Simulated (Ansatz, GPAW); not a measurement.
# HgS (110), 5 units: work function by functional and basis, part 2 of 2

How far do functional and basis move the work function of HgS (110), 5 units? Where a layer proves gapped, the work function hangs on where the smearing puts the Fermi level, and the band edges take its place.

GPAW 26.7.0 and Ansatz 0.2.0; Ansatz plane waves; layer without images along its normal, relaxation of atoms and in-plane cell; PAW set soft_1 (the session's first sound run).

So far, upper work function (eV): step 3 (plane waves, PBE) 5.30; step 4 (revPBE) 5.19; step 5 (LDA) 5.58; step 6 (GPAW, PAW setups) 5.72.

### Step 7. Real-space grid: mode = "fd"

A real-space grid is a second complete basis, so it checks the plane-wave result.

The input, run.py:

```python
import json
import numpy as np
from ase import Atoms
from gpaw import GPAW

slab = Atoms(
    ['Hg', 'S', 'Hg', 'S', 'Hg', 'S', 'Hg', 'S', 'Hg', 'S'],
    positions=[
        [2.10495, 3.29654, 8.64229],
        [0.00000, 4.47944, 8.00000],
        [-0.00000, -0.12212, 10.13413],
        [2.10495, 1.39616, 10.30429],
        [2.10495, 2.97501, 12.38609],
        [0.00000, 4.47847, 12.38609],
        [-0.00000, -0.12212, 14.63804],
        [2.10495, 1.39616, 14.46788],
        [2.10495, 3.29654, 16.12988],
        [0.00000, 4.47944, 16.77217]],
    cell=[[4.2099, 0.0, -0.0], [0.0, 6.0126, 0.0], [-0.0, 0.0, 24.7722]],
    pbc=[True, True, False])

slab.calc = GPAW(mode='fd', h=0.18, xc='PBE', kpts={'size': (7, 5, 1), 'gamma': True},
                 occupations={'name': 'fermi-dirac', 'width': 0.05}, nbands='160%',
                 convergence={'density': 1e-05}, maxiter=200,
                 poissonsolver={'dipolelayer': 'xy'},
                 symmetry={'tolerance': 1e-3}, txt='slab.txt')
result = {}
energy = slab.get_potential_energy()
fermi = slab.calc.get_fermi_level()
v = slab.calc.get_electrostatic_potential().mean((0, 1)) - fermi
n = slab.calc.get_pseudo_density().mean((0, 1))
L = slab.cell[2, 2]
z = np.arange(len(v)) * L / len(v)
low, high = slab.positions[:, 2].min(), slab.positions[:, 2].max()
below, above = np.interp([low - 5.8, high + 5.8], z, v)
slopes = [np.interp(x, z, np.gradient(v, z)) for x in (low - 5.8, high + 5.8)]
eps = np.array([[slab.calc.get_eigenvalues(k, s) for k in range(len(slab.calc.get_ibz_k_points()))]
                for s in range(slab.calc.get_number_of_spins())]) - fermi
top, bottom = eps[eps < 0].max(), eps[eps > 0].min()
dipole = slab.get_dipole_moment()[2]
print(f'energy {energy:.4f} eV, Fermi level {fermi:.4f} eV, dipole {dipole:.5f} e A')
print(f'potential 5.8 A off the faces, from the Fermi level: lower {below:.4f} eV, upper {above:.4f} eV')
print(f'slope of the potential there: lower {slopes[0]:.5f}, upper {slopes[1]:.5f} eV/A')
print(f'nearest levels on the mesh: {top:.4f} and {bottom:.4f} eV')
print('magnetic moment', round(slab.get_magnetic_moment(), 3))
result.update(energy=energy, fermi=fermi, dipole=dipole, below=below, above=above, slopes=slopes, edges=[top, bottom],
              z=z.tolist(), v=v.tolist(), n=n.tolist(), positions=slab.positions.tolist(),
              forces=slab.get_forces(apply_constraint=False).tolist(), moments=slab.get_magnetic_moments().tolist())
json.dump(result, open('result.json', 'w'))
```

The run is started by

```console
$ OMP_NUM_THREADS=1 OPENBLAS_NUM_THREADS=1 python run.py
```

Run time: 23 min. Hardware: 1 thread of Intel Xeon 6975P-C (Granite Rapids), shared host; peak memory 3 GiB.

Numbers from this step:

```yaml
dipole_along_the_normal: -9.30e-4 e·Å
levels_nearest_the_fermi_level_on_the_mesh: -0.2803, 0.2765 eV from the Fermi level
upper_work_function: 5.302 eV
lower_work_function: 5.295 eV
upper_ionisation_energy: 5.582 eV
```

The highest filled level lies 0.280 eV under the Fermi level, so the ionisation energy from the upper face is 5.302 + 0.280 = 5.582 eV, against 5.585 eV in the base run.

### Step 8. The ladder

Times are for 1 thread of Intel Xeon 6975P-C (Granite Rapids), shared host. Results by setting:

| no. | run | upper ionisation energy (eV) | time | memory (GiB) |
| --- | --- | --- | --- | --- |
| 1 | pw | 5.585 | 3.2 min | 0.55 |
| 2 | revPBE | 5.501 | 3.4 min | 0.55 |
| 3 | LDA | 5.801 | 3.2 min | 0.55 |
| 4 | vdW DF2 | 5.936 | 3.1 min | 0.87 |
| 5 | fd | 5.582 | 23 min | 3.0 |

### Step 9. A second plane-wave code

A second program with its own datasets checks the number independently.

This step: Ansatz plane waves; slab in vacuum with a dipole correction; PAW set soft_1 (Ansatz 0.2.0).

The input, input.yaml:

```yaml
crystal:
  lattice:
    - [4.2098957992, 0.0, 0.0]
    - [0.0, 6.012595024, 0.0]
    - [0.0, 0.0, 40.3462986825]
  atoms:
    - { symbol: Hg, position: [0.5, 0.5482732315, 0.2080184801] }
    - { symbol: S, position: [0.0, 0.7450093646, 0.1920991479] }
    - { symbol: Hg, position: [0.0, -0.0203112725, 0.2449945683] }
    - { symbol: S, position: [0.5, 0.232206178, 0.2492118895] }
    - { symbol: Hg, position: [0.5, 0.4947966991, 0.3008101131] }
    - { symbol: S, position: [0.0, 0.7448482976, 0.3008101131] }
    - { symbol: Hg, position: [0.0, -0.0203112725, 0.3566256579] }
    - { symbol: S, position: [0.5, 0.232206178, 0.3524083367] }
    - { symbol: Hg, position: [0.5, 0.5482732315, 0.3936017461] }
    - { symbol: S, position: [0.0, 0.7450093646, 0.4095210783] }
kpoints:
  mp_grid: { grid: [7, 5, 1] }
hamiltonian:
  xc: pbe
  pseudopotentials: { kind: paw, azcp: { folder: soft_1 } }
scf:
  occupations: { method: fermi_dirac, width: 0.05 }
efield:
  axis: 3
  dipole_correction: true
  ramp_width: 0.05
output:
  forces: true
  write_potential: true
  write_density: true
  volumetric_format: npy
  elf: true
```

The run is started by

```console
$ ansatz run input.yaml --threads 4 --pin off --max-ram 8192MiB --backend cpu --events-out ev --progress --plain --runs-dir out
```

The job ended after 19 s (4 threads; peak memory 2.2 GiB).

This step gave:

| Quantity | Value |
| --- | --- |
| symmetry operations | 2 |
| upper work function | 5.317 eV |
| lower work function | 5.317 eV |
| dipole along the normal | 2.57e-5 e·Å |
| dipole field | 4.55e-6 V/Å |
| vacuum level above | 3.371 eV |
| vacuum level below | 3.371 eV |

The electrostatic potential energy of an electron (with the applied field's), less the Fermi level, planar mean oscillates, so the rows of the table below give means over windows of 2.09 Å about each position, cut where the curve ends. Its maxima inside the range that stand out by 2 % of the span (Å: eV): 9.0: -1.59, 11.1: 2.06, 13.1: 1.97, 15.2: -1.60. Its minima: 8.1: -4.56, 9.9: -5.97, 12.1: -5.62, 14.3: -6.00, 16.1: -4.59.

Electrostatic potential energy of an electron (with the applied field's), less the Fermi level, planar mean against z; means over each step:

| z (Å) | electrostatic potential energy of an electron (with the applied field's), less the Fermi level, planar mean (eV) |
| --- | --- |
| 1.04 | 5.32 |
| 3.13 | 5.32 |
| 5.22 | 5.28 |
| 7.31 | 0.369 |
| 9.40 | -3.67 |
| 11.49 | -2.00 |
| 13.58 | -2.10 |
| 15.67 | -3.07 |
| 17.77 | 3.80 |
| 19.85 | 5.31 |
| 21.95 | 5.32 |
| 24.03 | 5.32 |
| 26.12 | 5.32 |
| 28.21 | 5.32 |
| 30.30 | 5.32 |
| 32.39 | 5.32 |
| 34.48 | 5.32 |
| 36.58 | 5.32 |
| 38.66 | 5.32 |

The valence density, planar mean oscillates, so the rows of the table below give means over windows of 1 Å about each position, cut where the curve ends. Its maxima inside the range that stand out by 2 % of the span (Å: e/Å³): 8.4: 0.842, 9.9: 0.880, 12.1: 0.868, 14.3: 0.875, 15.8: 0.833. Its minima: 9.1: 0.360, 11.1: 0.156, 13.3: 0.159, 15.1: 0.369.

Valence density, planar mean against z; means over each step:

| z (Å) | valence density, planar mean (e/Å³) |
| --- | --- |
| 4 | 1.9e-5 |
| 5 | 3.6e-4 |
| 6 | 0.00768 |
| 7 | 0.106 |
| 8 | 0.576 |
| 9 | 0.524 |
| 10 | 0.712 |
| 11 | 0.226 |
| 12 | 0.697 |
| 13 | 0.283 |
| 14 | 0.588 |
| 15 | 0.538 |
| 16 | 0.682 |
| 17 | 0.178 |
| 18 | 0.0172 |
| 19 | 8.3e-4 |
| 20 | 4.3e-5 |

ELF in the cb plane at fractional x = 0.000, with atoms of S and Hg within 0.2 Å of it. It is the smooth field of the valence electrons, not physical close to the nuclei.

Ten even steps from '0' (0.00) to '9' (0.93), each cell a mean:
```
00000000000000013578886324676422576323576532
00000000000000024789999633555326899732455425
00000000000000025899967852343248857962343238
00000000000000025899502873222269502883222258
00000000000000024799513774111268513884111268
00000000000000013578878863100258878873000257
00000000000000001357888642000136788641000135
00000000000000000134555320000012454310000013
00000000000000000011221100000000111000000000
00000000000000000000000000000000000000000000
00000000000000000000000000000000000000000000
00000000000000000000000000000000000000000000
00000000000000000000000011222110000001222210
00000000000000000000000123333321000022333332
00000000000000000011111234554431000123455432
00000000000000001345542234575432222124576542
```
Columns run along c (16.0 Å, from fractional 0.00 to 0.40 of the cell), rows up along b (6.0 Å). Atoms in or near the plane, at fractional coordinates: S at (0.19, 0.75), Hg at (0.24, 0.98), S at (0.30, 0.74), Hg at (0.36, 0.98).

Valence density in the cb plane at fractional x = 0.000, with atoms of S and Hg within 0.2 Å of it. It is the smooth field of the valence electrons, not physical close to the nuclei.

Ten steps, logarithmic in the rise over the least value, from '0' (0 e/Å³) to '9' (15 e/Å³), each cell a mean:
```
00000000000000000001122236999632121125899842
00000000000000000012333335787532333324688632
00000000000000000023444433454323444432344323
00000000000000000124423432221124423432122223
00000000000000000023434421100123434421000123
00000000000000000013444321000012444321000012
00000000000000000001232210000001232210000011
00000000000000000000111100000000111100000001
00000000000000000000000000000000000000000000
00000000000000000000000000000000000000000000
00000000000000000000000000000000000000000000
00000000000000000000000000000000000000000000
00000000000000000000000001111100000000111100
00000000000000000000000012343210000001344310
00000000000000000000000124787420000013677631
00000000000000000000000136999631000125899742
```
Columns run along c (16.0 Å, from fractional 0.00 to 0.40 of the cell), rows up along b (6.0 Å). Atoms in or near the plane, at fractional coordinates: S at (0.19, 0.75), Hg at (0.24, 0.98), S at (0.30, 0.74), Hg at (0.36, 0.98).

Electrostatic potential energy in the cb plane at fractional x = 0.000, with atoms of S and Hg within 0.2 Å of it. With pseudopotentials it is smooth inside the atoms' cores, unlike the true potential.

Ten even steps from '0' (-44 eV) to '9' (4 eV), each cell a mean:
```
99999999999999999999999972000279999984000058
99999999999999999999767874101488766886200368
99999999999999999997201587545787201588645787
99999999999999999984020379888985020279888985
99999999999999999985010389999985010389999996
99999999999999999997423699999997423689999998
99999999999999999999878999999999878899999999
99999999999999999999999999999999999999999999
99999999999999999999999999999999999999999999
99999999999999999999999999999999999999999999
99999999999999999999999999999999999999999999
99999999999999999999999999999999999999999999
99999999999999999999999999989999999999988999
99999999999999999999999998656899999998755789
99999999999999999999999985101589999986201379
99999999999999999999999972000279999984000158
```
Columns run along c (16.0 Å, from fractional 0.00 to 0.40 of the cell; values clipped at the 3rd and 97th percentile), rows up along b (6.0 Å). Atoms in or near the plane, at fractional coordinates: S at (0.19, 0.75), Hg at (0.24, 0.98), S at (0.30, 0.74), Hg at (0.36, 0.98).

In a gap the Fermi level hangs on smearing and numerics; here the upper work functions are 5.317 and 5.304 eV; the step between the faces is -1.9e-4 against 0.0067 eV.

### Step 10. Side by side

Results and costs are gathered.

This step: comparison of work functions, dipole and cost; PAW set soft_1 (GPAW 26.7.0).

Ladder, by row:

| step | code | work function, upper (eV) | work function, lower (eV) | dipole (e Å) | wall time (s) | peak memory (GiB) | threads |
| --- | --- | --- | --- | --- | --- | --- | --- |
| pw | GPAW | 5.304 | 5.297 | -9.08e-4 | 194.8 | 0.55 | 1 |
| revPBE | GPAW | 5.188 | 5.182 | -9.08e-4 | 202.8 | 0.55 | 1 |
| LDA | GPAW | 5.582 | 5.576 | -9.10e-4 | 189.3 | 0.55 | 1 |
| vdW-DF2 | GPAW | 5.715 | 5.708 | -9.06e-4 | 186.9 | 0.87 | 1 |
| fd | GPAW | 5.302 | 5.295 | -9.30e-4 | 1393 | 2.95 | 1 |
| ansatz | Ansatz | 5.317 | 5.317 | 2.57e-5 | 18.66 | 2.241 | 4 |

### Step 11. A changed run

One more run, with changed settings.

This step: GPAW, PAW setups; slab in vacuum (GPAW 26.7.0).

run.py, as its differences from that of step 7:

```diff
@@ -3,3 +3,3 @@
 from ase import Atoms
-from gpaw import GPAW
+from gpaw import GPAW, PW
 
@@ -21,5 +21,5 @@
 
-slab.calc = GPAW(mode='fd', h=0.18, xc='PBE', kpts={'size': (7, 5, 1), 'gamma': True},
+slab.calc = GPAW(mode=PW(400), xc='PBE', kpts={'size': (7, 5, 1), 'gamma': True},
                  occupations={'name': 'fermi-dirac', 'width': 0.05}, nbands='160%',
-                 convergence={'density': 1e-05}, maxiter=200,
+                 convergence={'density': 1e-05}, maxiter=100,
                  poissonsolver={'dipolelayer': 'xy'},
@@ -34,4 +34,4 @@
 low, high = slab.positions[:, 2].min(), slab.positions[:, 2].max()
-below, above = np.interp([low - 5.8, high + 5.8], z, v)
-slopes = [np.interp(x, z, np.gradient(v, z)) for x in (low - 5.8, high + 5.8)]
+below, above = np.interp([low - 1.0, high + 1.0], z, v)
+slopes = [np.interp(x, z, np.gradient(v, z)) for x in (low - 1.0, high + 1.0)]
 eps = np.array([[slab.calc.get_eigenvalues(k, s) for k in range(len(slab.calc.get_ibz_k_points()))]
@@ -41,3 +41,3 @@
 print(f'energy {energy:.4f} eV, Fermi level {fermi:.4f} eV, dipole {dipole:.5f} e A')
-print(f'potential 5.8 A off the faces, from the Fermi level: lower {below:.4f} eV, upper {above:.4f} eV')
+print(f'potential 1.0 A off the faces, from the Fermi level: lower {below:.4f} eV, upper {above:.4f} eV')
 print(f'slope of the potential there: lower {slopes[0]:.5f}, upper {slopes[1]:.5f} eV/A')
```

The run is started by

```console
$ OMP_NUM_THREADS=1 OPENBLAS_NUM_THREADS=1 python run.py
```

Run time: 3.3 min. Hardware: 1 thread; peak memory 0.55 GiB.

The run finished. A setting was moved off its sound value on purpose, so it serves as a test and not as the result.

The fault put into the input: the potential probed 1 A off the face (probe = 1.0).

### Step 12. Summary of results

```json
{"work function, upper and lower face (Fermi level placed in the gap by the smearing)": "5.304 and 5.297 eV", "ionisation energy from the upper face (highest filled level on the mesh)": "5.58 eV", "electron affinity from the upper face (lowest empty Kohn-Sham level on the mesh)": "5.03 eV", "dipole along the normal": "-9.1e-4 e Å"}
```

In words: With plane waves and PBE the ionisation energy from the upper face is 5.58 eV and the Kohn-Sham electron affinity 5.03 eV. The levels nearest the Fermi level on the mesh lie 0.558 eV apart, so the slab is gapped there: the smearing puts the Fermi level inside the gap, and from either face the ionisation energy is the work function plus 0.28 eV. Both are Kohn-Sham levels on the mesh, and semilocal gaps are too small, so the affinity tends to come out too large and the ionisation energy too small. Work functions of a gapped slab move with the place of the Fermi level in the gap; over the runs without a planted fault the highest filled level on the mesh lies 5.50 (revPBE) to 5.94 eV (vdW-DF2) under the upper vacuum level. With elements this heavy, spin-orbit coupling can move band edges by tenths of an eV. The small printed dipole stands for a step of 6.5 meV from the lower to the upper face, and the probes find 6.7 meV; values this small are near the numerical noise of both. The layer's cell and atoms come from the relaxation; spin-orbit coupling and temperature are left out.

[Logs are printed without paths, hosts, clocks, repeated set-up lines and the standing remarks that a program may print on its own settings, such as how far it seeks lower states.]

[Hosts, paths, dates, database ids (printed as entryN), source tags and the programs' standing remarks are cut or masked in the printed files.]
